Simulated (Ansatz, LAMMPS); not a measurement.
# Which site? B in place of Si in amorphous Si (81 atoms), part 2 of 3

Aim: make B in place of Si at several sites of amorphous Si (81 atoms), relax each, and compare their energies.

Ansatz 0.2.0; Kohn-Sham DFT, PBE, PAW (set soft_2), plane waves.

The cell: 81 Si. The quench rate of 5 K/ps is orders of magnitude faster than experiment. The starting topology of bonds comes from the classical model. The Brillouin zone is sampled at Γ only, in a cell whose shortest periodic width is 12 Å.

So far. Step 2 (Single point at the start): The r.m.s. force at the start is 0.70 eV/Å. Step 3 (Relaxation): The relaxation converged after 12 steps, 7.41 eV below its start, with a largest force component of 0.028 eV/Å.

### 4. Single point at the relaxed geometry

The electronic structure is read at the final geometry, in a run of its own.

input.yaml reads:

```yaml
crystal:
  lattice:
    - [11.8225, 0.0, 0.0]
    - [0.0, 11.8225, 0.0]
    - [0.0, 0.0, 11.8225]
  atoms:
    - { symbol: Si, position: [0.42695, 0.42781, 0.81216] }
    - { symbol: Si, position: [0.01064, 0.50001, 0.21605] }
    - { symbol: Si, position: [0.7403, 0.08753, 0.53963] }
    - { symbol: Si, position: [0.81122, 0.92222, 0.44518] }
    - { symbol: Si, position: [0.10865, 0.17211, 0.71855] }
    - { symbol: Si, position: [0.49601, 0.91296, 0.82281] }
    [... 69 atom lines left out ...]
    - { symbol: Si, position: [0.05952, 0.8903, 0.63801] }
    - { symbol: Si, position: [0.09642, 0.52309, 0.55583] }
    - { symbol: Si, position: [0.14124, 0.75905, 0.75675] }
    - { symbol: Si, position: [0.59429, 0.09188, 0.80698] }
    - { symbol: Si, position: [0.3526, 0.81193, 0.19188] }
    - { symbol: Si, position: [0.70241, 0.55809, 0.78059] }
kpoints:
  mp_grid: { grid: [1, 1, 1] }
hamiltonian:
  xc: pbe
scf:
  occupations: { method: gaussian, width: 0.05 }
output:
  forces: true
  stress: true
  populations: true
  dos:
    method: { smearing: { sigma: 0.1 } }
    de: 0.1
    projected: { site_lists: { Si: [Si] } }
  eigenvalues: true
  write_density: true
  write_potential: true
  volumetric_format: npy
```

Started as:

```
> ansatz run input.yaml --threads 4 --pin off --max-ram 8192MiB --backend cpu --events-out ev --progress --plain --runs-dir out
```

What it wrote:

```text
[...]
Crystal: 81 atoms, lattice volume = 1652.449 Å³
Basis set: ecut = 420 eV, 32423 PW (Γ), exchange–correlation on 160×160×160 points (8 copies of the dense FFT grid, shifted against one another)
Bands: 243, of which v1, the nominal top of the filled ones, is band 162 counted from 1 (161 counted from 0)
Symmetry: 1 space group operations
[...]
k-points: 1
[...]
SCF iter   1: F=—  HF=-51483.043702 eV  |F-HF|=—  |Δ(HF+E_count)|=         —  Δρ=3.30e-3  dr2=4.79e-1  ethr=1.77e-3  ⟨swp⟩=6.0  Hψ=1116  notcnv=0  defer=40
[...]
SCF iter  11: F=-51482.981930 eV  HF=-51482.981930 eV  |F-HF|=8.62e-9  |Δ(HF+E_count)|=   1.51e-7  Δρ=5.68e-7  dr2=3.38e-8  ethr=3.09e-11  ⟨swp⟩=23.0  Hψ=2107  notcnv=0
SCF 1 converged in 11 iterations: F = -51482.981930 eV  dr2 = 3.38e-8
[...]
SCF converged after 11 iterations
Free energy (F): -51482.981930 eV
[...]
Internal energy: -51482.981408 eV  (E = F + TS)
E sigma→0 (E₀):  -51482.981669 eV
Entropy (-TS):   -0.000522 eV (-0.006 meV/atom)
Fermi energy:    6.144700 eV
[...]
--- Forces (eV/Å), atoms counted from 1 ---
  atom   1  Si    -0.01486293     0.00180757    -0.01200603
  atom   2  Si    -0.00155912    -0.00507899    -0.00251026
  atom   3  Si    -0.00895287    -0.01175458     0.00827336
  atom   4  Si     0.00506946     0.00516619    -0.00183978
  atom   5  Si    -0.00586483     0.00663540    -0.00560508
  atom   6  Si     0.00166449    -0.00876245    -0.02283307
  atom   7  Si     0.00018877    -0.00307131     0.00652094
  atom   8  Si     0.00077882     0.00000809     0.00001611
  atom   9  Si     0.00770292     0.00087005     0.00741090
  atom  10  Si     0.01037600    -0.00661722     0.00501464
  atom  11  Si     0.00095206    -0.00358361    -0.00598663
  atom  12  Si    -0.00598391    -0.00098690     0.01928241
  atom  13  Si     0.00960567     0.00019768    -0.00512858
  atom  14  Si    -0.00817080    -0.00407810     0.00598779
[...]
atom  80  Si    -0.00174261     0.00348107     0.00149287
  atom  81  Si    -0.00318971     0.01043313    -0.00547804
  max |Σ_I F_I| component: 6.77e-6 eV/Å
--- Stress (GPa, compression-positive) ---
        0.747918       0.697342      -0.976079
        0.697342      -0.126674      -1.760802
       -0.976079      -1.760802       2.642159
  P = ⅓ Tr σ = 1.0878 GPa (10.878 kbar)
--- Band table (eV) ---
[...]
--- Löwdin populations: 81 sites ---
  site symbol       q [e]
     0     Si      3.9737
     1     Si      3.9221
     2     Si      3.9628
[...]
80     Si      3.9701
  spilling = 0.011121 (of n_electrons = 324.000000)
```

Elapsed: 53 s, on 4 threads of AMD EPYC 7571, shared host; peak memory 1.5 GiB; 3 min of CPU time.

Numbers from this run:

```
free energy                                      : -51482.9819 eV
free energy per atom                             : -635.5924 eV/atom
SCF cycles                                       : 11
pressure                                         : 1.088 GPa
r.m.s. force component                           : 0.0087 eV/Å
longest force                                    : 0.03523 eV/Å
Fermi energy                                     : 6.145 eV
gap (highest filled to lowest empty level) : 0.2164 eV
spilling of the projection                       : 0.01112
```

The mean of these charges, 0.044 e, is only the charge that the projection spills.

Löwdin charges by element and coordination (they lack the spilled electrons, 0.044 e an atom on average):

```csv
element,coordination,atoms,mean charge (e),spread,least,most
Si,all,81,0.0445,0.021,-0.011,0.0951
Si,3,1,0.023,0,0.023,0.023
Si,4,77,0.0456,0.0209,-0.011,0.0951
Si,5,3,0.0238,0.0065,0.0148,0.03
```

States in the cell by windows of 1 eV, zero at the Fermi level; the larger projections on atomic orbitals stand beside the total:

```
from (eV)  to (eV)  total  Si p  Si s
      -13      -12    2.0   0.0   1.9
      -12      -11   12.0   3.1   8.8
      -11      -10   22.7   7.1  15.4
      -10       -9   18.2   6.1  12.0
       -9       -8   25.5   9.3  16.1
       -8       -7   23.3  10.2  13.0
       -7       -6   21.0  11.8   9.0
       -6       -5   20.1  13.8   6.1
       -5       -4   26.7  21.0   5.4
       -4       -3   37.9  33.0   4.4
       -3       -2   54.8  50.4   3.7
       -2       -1   42.6  39.6   2.3
       -1        0   17.7  15.7   1.4
        0        1   18.9  12.3   4.9
        1        2   36.8  23.1   8.6
        2        3   51.1  32.9   8.9
```

The levels nearest the highest filled one (over half full), pooled over k-points and spins:

```
level less the highest filled one (eV)  occupation
                                -0.654           2
                                -0.591           2
                                -0.447           2
                                -0.221           2
                                -0.142           2
                                     0        2.00
                                 0.216       0.002
                                 0.475           0
                                 0.610           0
                                 0.720           0
                                 0.779           0
                                 0.875           0
```

Valence density in the ab plane at fractional z = 0.718, with atoms of Si within 0.2 Å of it. It is the smooth field of the valence electrons, not physical close to the nuclei.

Ten even steps from '0' (0.02 e/Å³) to '9' (0.54 e/Å³), each cell a mean:
```
985310000001122222111123687533457
776421000001135654211125787421235
466642100001358985311245445521112
357875310001368974211355325531111
247996531001345542111246666531111
246755652111233321101123444321111
345668974222233211000111122111223
444456765444555532111111111112344
532223344567633675444443321011345
542111122357522786567886431101245
764210001124666754457887653211247
455310000012466432223456776433466
135420000001244321001124687667884
456421000001234321000012463159997
454321000000234421000001354346644
123321000000235642100000246654211
012332100001256664200000124431000
124654210112463135310000112211000
245556433346896346421000112110000
354126877658997565431101122210001
477447898314753333433223455432112
677655566435532112344445644554334
675321123456421011233346522576665
774210001223211111222224666666666
```
Columns run along a (11.8 Å), rows up along b (11.8 Å). Atoms in or near the plane, at fractional coordinates: Si at (0.11, 0.17), Si at (0.31, 0.13), Si at (0.46, 0.25), Si at (0.01, 0.47), Si at (0.82, 0.41), Si at (0.41, 0.61), Si at (0.75, 0.86), Si at (0.78, 0.06).

Electrostatic potential energy in the ab plane at fractional z = 0.718, with atoms of Si within 0.2 Å of it. With pseudopotentials it is smooth inside the atoms' cores, unlike the true potential.

Ten even steps from '0' (-49 eV) to '9' (10 eV), each cell a mean:
```
789999999999999999999999888899876
888899999999999999999998768999998
888899999999987789999984103799999
988888999999876789999973001799999
998644789999987889999986436899999
998411589999999999999999888999999
998644689999999999999999999999999
899888888998766899999999999999988
899999988887300489999999999999988
999999999997200278888877789999998
778999999998644689998865689999998
126899999999988999999877888899973
004899999999999999999999875357850
236899999999988999999999840015874
889999999999999999999999851016898
999999999999998889999999986568999
999999999999975347999999999999999
998889999999850004899999999999999
985236899888861015899999999999999
961002787435787668999999999999999
973114884000589999999999877899999
887778985102689999888998511379988
578999998767899999989997300168864
478999999999999999999998633589853
```
Columns run along a (11.8 Å; values clipped at the 3rd and 97th percentile), rows up along b (11.8 Å). Atoms in or near the plane, at fractional coordinates: Si at (0.11, 0.17), Si at (0.31, 0.13), Si at (0.46, 0.25), Si at (0.01, 0.47), Si at (0.82, 0.41), Si at (0.41, 0.61), Si at (0.75, 0.86), Si at (0.78, 0.06).

The highest filled and lowest empty levels differ by 0.216 eV (at Γ alone); a semilocal functional tends to put such gaps too low. In a disordered cell it changes from sample to sample, and tail or defect levels can set it. Löwdin charges run from -0.01 to +0.10 e, about a mean that is the spilled charge alone. Within 0.4 eV of the Fermi level the largest share is Si p (85 % of the projected weight).

### 5. B on a site of Si, site Si48

The site has 3 bonded neighbours (Si3) at 2.32 Å on average, by cutoffs that count no bonds between two metal atoms or like ions. The change is made in the relaxed cell and the atoms are relaxed again.

input.yaml reads:

```yaml
crystal:
  lattice:
    - [11.8225, 0.0, 0.0]
    - [0.0, 11.8225, 0.0]
    - [0.0, 0.0, 11.8225]
  atoms:
    [... atom lines 1 to 44 left out ...]
    - { symbol: Si, position: [0.46358, 0.24895, 0.72328] }
    - { symbol: Si, position: [0.01121, 0.47379, 0.72651] }
    - { symbol: Si, position: [0.82246, 0.41431, 0.71822] }
    - { symbol: B, position: [0.43955, 0.84485, 0.64961] }
    - { symbol: Si, position: [0.95066, 0.79492, 0.05752] }
    - { symbol: Si, position: [0.39867, 0.11943, 0.04866] }
    - { symbol: Si, position: [0.80735, 0.2549, 0.83768] }
    [... atom lines 52 to 81 left out ...]
kpoints:
  mp_grid: { grid: [1, 1, 1] }
hamiltonian:
  xc: pbe
scf:
  occupations: { method: gaussian, width: 0.05 }
output:
  forces: true
  eigenvalues: true
relax:
  f_tol: 0.05
  max_steps: 90
```

What it wrote:

```text
[...]
Crystal: 81 atoms, lattice volume = 1652.449 Å³
Basis set: ecut = 420 eV, 32423 PW (Γ), exchange–correlation on 160×160×160 points (8 copies of the dense FFT grid, shifted against one another)
Bands: 243, of which v1, the nominal top of the filled ones, is band 162 counted from 1 (161 counted from 0)
Symmetry: 1 space group operations
[...]
k-points: 1
[...]
SCF iter   1: F=—  HF=-51001.245326 eV  |F-HF|=—  |Δ(HF+E_count)|=         —  Δρ=3.43e-3  dr2=5.63e-1  ethr=1.77e-3  ⟨swp⟩=6.0  Hψ=1115  notcnv=0  defer=40
[...]
SCF iter   6: F=—  HF=-51001.179317 eV  |F-HF|=—  |Δ(HF+E_count)|=   1.37e-4  Δρ=2.35e-5  dr2=3.66e-5  ethr=1.01e-7  ⟨swp⟩=2.0  Hψ=266  notcnv=0  defer=75
SCF iter   7: F=-51001.179351 eV  HF=-51001.179348 eV  |F-HF|=3.39e-6  |Δ(HF+E_count)|=   3.11e-5  Δρ=8.26e-6  dr2=4.07e-6  ethr=1.13e-8  ⟨swp⟩=16.0  Hψ=1430  notcnv=0
SCF 1 converged in 7 iterations: F = -51001.179351 eV  dr2 = 4.07e-6
[...]
relax step   1: F+E_penalty+E_count = -51001.17935129 eV  Δ(F+E_penalty+E_count) = +0.000e0 eV  max|allowed force component| = 2.025e0 eV/Å  Δτ_max = 0.0000 Å  (7 SCF iters, dr2 threshold 6.25e-5 eV, accepted)
[...]
relax step   2: F+E_penalty+E_count = -51002.29925969 eV  Δ(F+E_penalty+E_count) = -1.120e0 eV  max|allowed force component| = 1.519e0 eV/Å  Δτ_max = 0.1975 Å  (6 SCF iters, dr2 threshold 1.00e-4 eV, accepted)
[...]
relax step   3: F+E_penalty+E_count = -51002.77365443 eV  Δ(F+E_penalty+E_count) = -4.744e-1 eV  max|allowed force component| = 4.761e-1 eV/Å  Δτ_max = 0.1949 Å  (6 SCF iters, dr2 threshold 1.00e-4 eV, accepted)
relax step   4: F+E_penalty+E_count = -51002.90006020 eV  Δ(F+E_penalty+E_count) = -1.264e-1 eV  max|allowed force component| = 1.408e-1 eV/Å  Δτ_max = 0.1947 Å  (6 SCF iters, dr2 threshold 2.23e-5 eV, accepted)
relax step   5: F+E_penalty+E_count = -51002.93637061 eV  Δ(F+E_penalty+E_count) = -3.631e-2 eV  max|allowed force component| = 1.796e-1 eV/Å  Δτ_max = 0.1296 Å  (9 SCF iters, accepted)
relax step   6: F+E_penalty+E_count = -51002.94293394 eV  Δ(F+E_penalty+E_count) = -6.563e-3 eV  max|allowed force component| = 4.453e-2 eV/Å  Δτ_max = 0.0273 Å  (6 SCF iters, dr2 threshold 2.82e-6 eV, accepted)
[...]
relax step   7: F+E_penalty+E_count = -51002.94293419 eV  Δ(F+E_penalty+E_count) = -2.501e-7 eV  max|allowed force component| = 4.455e-2 eV/Å  Δτ_max = 0.0000 Å  (3 SCF iters, accepted)
SCF converged after 3 iterations
Free energy (F): -51002.942934 eV
[...]
Internal energy: -51002.913527 eV  (E = F + TS)
E sigma→0 (E₀):  -51002.928230 eV
Entropy (-TS):   -0.029408 eV (-0.363 meV/atom)
Fermi energy:    6.027442 eV
[...]
Σ components = -51002.942934   (vs F -51002.942934, Δ=0.00e0)
--- Forces (eV/Å), atoms counted from 1 ---
  atom   1  Si     0.00552126     0.00157395     0.00362130
  atom   2  Si    -0.00317778    -0.00063334    -0.00222228
  atom   3  Si    -0.00003750    -0.00137363    -0.00860510
  atom   4  Si     0.00177731     0.00971473    -0.01089767
[...]
atom  81  Si    -0.00097738    -0.00056300     0.00252785
  max |Σ_I F_I| component: 1.88e-5 eV/Å
--- Band table (eV) ---
[...]
--- Relaxed structure (7 steps of the walk, 7 accepted, 0 SCFs on fresh bases) ---
  F+E_penalty+E_count = -51002.94293419 eV   max|allowed force component| = 4.455e-2 eV/Å
  atoms:
    - { symbol: Si, position: [0.425230, 0.423967, 0.814980] }
    - { symbol: Si, position: [0.00915091, 0.500406, 0.216994] }
    - { symbol: Si, position: [0.739372, 0.088205, 0.540418] }
    - { symbol: Si, position: [0.809475, 0.919398, 0.451432] }
[...]
- { symbol: Si, position: [0.698645, 0.562060, 0.778103] }
```

Elapsed: 3.7 min, on 4 threads; peak memory 1.6 GiB.

The relaxation converged after 7 steps, 1.76 eV below its start, with a largest force component of 0.045 eV/Å.

Local excerpt of 15 atoms (numbers count through the whole input) about the B atom, after relaxation; x, y, z are measured from there.

| atom | x | y | z | distance (Å) | bonds |
| --- | --- | --- | --- | --- | --- |
| B48 | 0.00 | 0.00 | 0.00 | 0.00 | 3 |
| Si6 | 0.13 | 0.22 | 1.94 | 1.95 | 4 |
| Si43 | -1.00 | 1.46 | -0.86 | 1.97 | 4 |
| Si44 | 1.46 | -1.09 | -0.76 | 1.97 | 4 |
| Si79 | 1.36 | 2.35 | 1.85 | 3.29 | 4 |
| Si66 | 3.23 | -0.35 | 0.67 | 3.32 | 4 |
| Si69 | 0.85 | 2.54 | -2.11 | 3.41 | 4 |
| Si57 | -0.17 | -1.96 | 2.87 | 3.48 | 4 |
| Si17 | -3.10 | 0.51 | -1.52 | 3.49 | 4 |
| Si18 | -1.66 | 1.55 | 2.74 | 3.56 | 4 |
| Si74 | -2.32 | -1.60 | -2.17 | 3.56 | 4 |
| Si38 | -2.01 | 2.82 | 0.82 | 3.56 | 4 |
| Si42 | 1.14 | -3.37 | -0.24 | 3.57 | 4 |
| Si54 | -0.81 | -3.41 | 0.99 | 3.64 | 4 |
| Si52 | 1.87 | -0.72 | -3.15 | 3.74 | 5 |

The largest move is 0.69 Å, by B48.

### 6. B on a site of Si, site Si55

The site has 5 bonded neighbours (Si5) at 2.55 Å on average. 

Input and log are left out; they have the form of those shown for this kind of step.

The job ended after 8.3 min (4 threads of AMD EPYC 7571, shared host; peak memory 1.6 GiB).

The relaxation converged after 15 steps, 1.42 eV below its start, with a largest force component of 0.044 eV/Å.

Local excerpt of 14 atoms (numbers count through the whole input) about the B atom, after relaxation; x, y, z are measured from there.

```
atom      x      y      z  distance (Å)  bonds
 B55   0.00   0.00   0.00          0.00      3
Si32  -0.43  -1.35   1.45          2.03      4
Si49   1.82  -0.48  -0.78          2.04      4
Si21  -0.93   1.82   0.09          2.05      4
 Si9   1.08   2.89   0.68          3.16      4
Si31   2.84  -0.51   1.38          3.20      4
Si65   2.03   1.48   2.28          3.39      4
Si52  -1.79  -0.20   3.05          3.54      5
Si40   1.59  -2.31   2.17          3.55      4
Si24  -1.78  -2.56  -1.74          3.57      4
Si15  -1.52  -3.23   0.55          3.61      4
Si63  -2.45   1.88   2.03          3.70      4
Si27  -0.05  -1.74  -3.33          3.76      4
Si11   2.99   1.21  -2.02          3.81      4
```

The largest move is 1.10 Å, by B55.

### 7. B on a site of Si, site Si20

The site has 4 bonded neighbours (Si4) at 2.39 Å on average. 

Input and log are left out; they have the form of those shown for this kind of step.

The job ended after 3 min (4 threads of AMD EPYC 7571, shared host; peak memory 1.6 GiB).

The relaxation converged after 5 steps, 1.39 eV below its start, with a largest force component of 0.038 eV/Å.

### 8. B on a site of Si, site Si72

The site has 4 bonded neighbours (Si4) at 2.33 Å on average. 

Input and log are left out; they have the form of those shown for this kind of step.

The job ended after 2.7 min (4 threads of AMD EPYC 7571, shared host; peak memory 1.6 GiB; 9.5 min of CPU time).

The relaxation converged after 5 steps, 1.62 eV below its start, with a largest force component of 0.044 eV/Å.

The surroundings of the B atom, after relaxation, nearest first, numbered as they follow in the input and with coordinates relative to it.

```csv
atom,x,y,z,distance (Å),bonds
B72,0.00,0.00,0.00,0.00,4
Si17,1.09,-1.28,1.08,2.00,4
Si70,1.57,0.70,-1.07,2.03,4
Si65,-1.54,-0.93,-0.93,2.03,4
Si29,-0.71,1.48,1.26,2.07,4
Si76,-0.51,-1.97,2.69,3.37,4
Si30,0.57,1.85,-2.84,3.44,4
Si64,0.36,3.45,0.60,3.52,4
Si67,-0.82,3.13,-1.45,3.55,4
Si35,2.50,2.66,0.01,3.65,4
```

The largest move is 0.34 Å, by Si29.

(Part 2 of 3 ends here.)

[Long decimals in the printed logs are rounded to 6 places.]

[Logs are printed without paths, hosts, clocks, repeated set-up lines and the standing remarks that a program may print on its own settings, such as how far it seeks lower states.]

[Hosts, paths, dates, database ids (printed as entryN), source tags and the programs' standing remarks are cut or masked in the printed files.]
